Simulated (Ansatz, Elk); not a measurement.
# Zn3WS4: X-ray structure factors from the self-consistent density

Structure refinements treat a crystal as free atoms side by side. For a made-up structure of Zn3WS4 (cell and positions from a PBE relaxation) the runs below show what the calculated density changes in F(hkl).

Calculated with Elk 11.2.3 (patched build); DFT, PBE, all-electron APW+lo, Dirac cores, scalar-relativistic bands, static density, no spin.

This account leaves out most program logs.

The structure was built from a prototype and need not be the compound's stable phase.

## Step 1: Starting point

Symmetry: P-43m, No. 215, cubic system. The conventional cell has a = 5.478 Å, b = 5.478 Å, c = 5.478 Å, α = 90.00°, β = 90.00°, γ = 90.00°. Nearest to W lie 4 S at 2.33 Å. Nearest to Zn lie 4 S at 2.39 Å. Nearest to S lie 1 W at 2.33 Å and 3 Zn at 2.39 Å. Farther neighbours and most contacts between anions are not listed.

## Step 2: Ground state and structure factors

An all-electron density is needed, since X-rays see the cores too. Task 0 finds the density and task 195 Fourier-transforms it; tshift is off so that phases refer to the origin typed.

File elk.in:

```
tasks
  0
  195

xctype
  20

spinpol
  .false.

rgkmax
  7.0

gmaxvr
  14.0

lmaxo
  7

lmaxapw
  8

swidth
  0.002

tshift
  .false.

ramdisk
  .false.

hmaxvr
  5.5

maxscl
  120

epspot
  1e-06

sppath
  './'

avec
  10.35116822945 -0.00000000000 -0.00000000000
  -0.00000000000 10.35116822945 -0.00000000000
  -0.00000000000 -0.00000000000 10.35116822945

atoms
  3
  'W.in'
  1
  -0.0000000000 -0.0000000000 0.0000000000   0.000000 0.000000 0.000000
  'Zn.in'
  3
  -0.0000000000 0.5000000000 0.5000000000   0.000000 0.000000 0.000000
  0.5000000000 -0.0000000000 0.5000000000   0.000000 0.000000 0.000000
  0.5000000000 0.5000000000 0.0000000000   0.000000 0.000000 0.000000
  'S.in'
  4
  0.2454839302 0.2454839302 0.2454839302   0.000000 0.000000 0.000000
  0.2454839302 0.7545160698 0.7545160698   0.000000 0.000000 0.000000
  0.7545160698 0.2454839302 0.7545160698   0.000000 0.000000 0.000000
  0.7545160698 0.7545160698 0.2454839302   0.000000 0.000000 0.000000

ngridk
  4 4 4
```

Run with:

```sh
OMP_NUM_THREADS=4 elk
```

It took 84 s on 4 threads of Arm Neoverse V1, shared host; peak memory 0.35 GiB.

SFACRHO.OUT:

```text

h k l indices transformed by vhmat matrix:
   1.000000000       0.000000000       0.000000000    
   0.000000000       1.000000000       0.000000000    
   0.000000000       0.000000000       1.000000000    

      h      k      l  multipl.   |H|            Re(F)            Im(F)           |F|

      0      0      0      1   0.0000000       228.00000      0.60816021E-15   228.00000    
      1      0      0      6  0.60700253       43.994626      0.96198513E-14   43.994626    
      0     -1     -1     12  0.85843121       41.006157     -0.80996484E-14   41.006157    
     -1     -1     -1      4   1.0513592       142.78996       50.012970       151.29531    
      1      1      1      4   1.0513592       142.78996      -50.012970       151.29531    
      0      2      0      6   1.2140051       91.454556      0.14369653E-13   91.454556    
     -1     -2      0     24   1.3572989       36.888732     -0.96198513E-14   36.888732    
      1     -1     -2     12   1.4868465       37.327989      -2.5455502       37.414684    
     -1     -2     -1     12   1.4868465       37.327989       2.5455502       37.414684    
      0     -2      2     12   1.7168624       163.16424      0.51706701E-14   163.16424    
     -1      2     -2     12   1.8210076       36.698106     -0.29020047       36.699254    
     -2      1      2     12   1.8210076       36.698106      0.29020047       36.699254    
     -3      0      0      6   1.8210076       32.635037     -0.15391762E-13   32.635037    
      0     -1      3     24   1.9195105       35.218149      0.15391762E-13   35.218149    
     -3      1      1     12   2.0131996       116.56810      -35.516534       121.85871    
      1     -1     -3     12   2.0131996       116.56810       35.516534       121.85871    
     -2     -2      2      4   2.1027184       79.552197     -0.74646999       79.555699    
     -2      2      2      4   2.1027184       79.552197      0.74646999       79.555699
```

Elk indexes on the primitive cell of elk.in and gives |H| = 4π sin θ/λ in inverse bohr. Below, one row stands for each form hkl of the conventional cell (m members, Friedel mates merged), F is for one primitive cell and the density is static (no thermal factor). Free-atom factors are Waasmaier and Kirfel's, and R is Σm||F|−|F'||/Σm|F|.

```
hkl   m  sin θ/λ (Å⁻¹)  abs F, DFT  neutral atoms   diff.  abs of complex diff.
100   6          0.091      43.995         43.816  +0.178                 0.178
110  12          0.129      41.006         40.855  +0.151                 0.151
111   8          0.158     151.295        151.236  +0.059                 0.788
200   6          0.183      91.455         92.191  -0.736                 0.736
210  24          0.204      36.889         36.819  +0.069                 0.069
211  24          0.224      37.415         37.431  -0.016                 0.165
220  12          0.258     163.164        163.935  -0.771                 0.771
221  24          0.274      36.699         36.772  -0.073                 0.184
300   6          0.274      32.635         32.480  +0.155                 0.155
310  24          0.289      35.218         35.127  +0.091                 0.091
311  24          0.303     121.859        122.643  -0.784                 0.789
222   8          0.316      79.556         79.966  -0.411                 0.848
320  24          0.329      36.846         36.850  -0.004                 0.004
321  48          0.342      33.641         33.668  -0.026                 0.059
400   6          0.365     139.192        139.526  -0.334                 0.334
410  24          0.376      33.539         33.384  +0.156                 0.156
322  24          0.376      29.646         29.730  -0.084                 0.084
411  24          0.387      32.495         32.377  +0.119                 0.121
```

## Step 3: The highest occupied states alone

An energy window below the Fermi level keeps the highest occupied states, to see at which angles they scatter; shallow core shells can lie inside it and anion s states outside. No new self-consistency is needed.

elk.in, as its differences from that of step 2:

```diff
@@ -1,3 +1,2 @@
 tasks
-  0
   195
@@ -40,2 +39,5 @@
 
+wsfac
+  -0.323580 0.527660
+
 sppath
```

Run with:

```sh
OMP_NUM_THREADS=4 elk
```

Elapsed: 28 s, on 4 threads; peak memory 0.25 GiB; 32 s of CPU time.

States within 15 eV below the Fermi level hold 65.40 electrons; any levels below the window count with the cores, and a count that is not whole means the window cuts a band. Their amplitudes can exceed the total, where window and core parts have opposite phase:

```
hkl  sin θ/λ (Å⁻¹)  abs F, window  abs F, all
100          0.091          5.909      43.995
110          0.129          6.645      41.006
111          0.158         29.979     151.295
200          0.183         16.791      91.455
210          0.204          6.649      36.889
211          0.224          6.387      37.415
220          0.258         21.573     163.164
221          0.274          5.705      36.699
300          0.274          5.682      32.635
310          0.289          5.373      35.218
```

## Step 4: Another functional

The difference from free atoms is small, so it is set against the change that PBEsol makes.

elk.in, as its differences from that of step 3:

```diff
@@ -1,2 +1,3 @@
 tasks
+  0
   195
@@ -4,3 +5,3 @@
 xctype
-  20
+  22
 
@@ -39,5 +40,2 @@
 
-wsfac
-  -0.323580 0.527660
-
 sppath
```

Run with:

```sh
OMP_NUM_THREADS=4 elk
```

Elapsed: 85 s, on 4 threads; peak memory 0.35 GiB; 3.9 min of CPU time.

Against the first run R = 0.02 %; the largest change is -0.059 at 111.

## Step 5: Basis size

The basis and the expansions that go with it are enlarged, to see whether the differences are converged.

elk.in, as its differences from that of step 4:

```diff
@@ -5,3 +5,3 @@
 xctype
-  22
+  20
 
@@ -11,12 +11,12 @@
 rgkmax
-  7.0
+  8.5
 
 gmaxvr
-  14.0
+  18.0
 
 lmaxo
-  7
+  9
 
 lmaxapw
-  8
+  10
```

Run with:

```sh
OMP_NUM_THREADS=4 elk
```

It took 4.6 min on 4 threads; peak memory 0.73 GiB.

Against the first run R = 0.00 %; the largest change is -0.020 at 333.

## Step 6: Settings against the effect

```
                              run  R against the first run (%)  R against neutral atoms, low angle (%)  wall time
                    PBE, rgkmax 7                         0.00                                    0.29       84 s
                           PBEsol                         0.02                                    0.28       85 s
rgkmax 8.5 with larger expansions                         0.00                                    0.29    4.6 min
```

## Step 7: Results

```
R against neutral atoms, sin θ/λ < 0.3 Å⁻¹ : 0.29 %
R against neutral atoms, 0.3 to 0.83 Å⁻¹   : 0.26 %
```

What this shows: Independent neutral atoms miss the calculated amplitudes by R = 0.29 % below 0.3 Å⁻¹ and 0.26 % from there to 0.83 Å⁻¹; by shells, 0.38 % below 0.15 Å⁻¹ (2 forms), 0.28 % 0.15 to 0.3 (8 forms), 0.24 % 0.3 to 0.45 (14 forms), 0.27 % above 0.45 (87 forms). Bonding, aspherical density and the tables' own atoms all enter these figures, and the runs don't part them. The largest change of an amplitude is -0.78 electrons, at 311. R counts amplitudes alone; phases shift too. The window's part falls from 65.4 electrons at the origin to at most 8.67 between 0.45 and 0.83 Å⁻¹, where compact states inside the window still scatter. Below 0.3 Å⁻¹ the changes that finished (PBEsol and rgkmax 8.5 with larger expansions) move F by R = 0.03 % at most, against the 0.29 % that separates it from free atoms. The k-mesh has no finished test. These runs have no spin, though d or f shells may be open. Spin-orbit coupling is left out, which can matter for elements this heavy. Part of the difference isn't bonding: the tables are fits to free atoms and ions calculated by other methods than this functional. Thermal motion, anomalous dispersion and extinction are left out.

[Logs are printed without paths, hosts, clocks, repeated set-up lines and the standing remarks that a program may print on its own settings, such as how far it seeks lower states.]

[Hosts, paths, dates, database ids (printed as entryN), source tags and the programs' standing remarks are cut or masked in the printed files.]
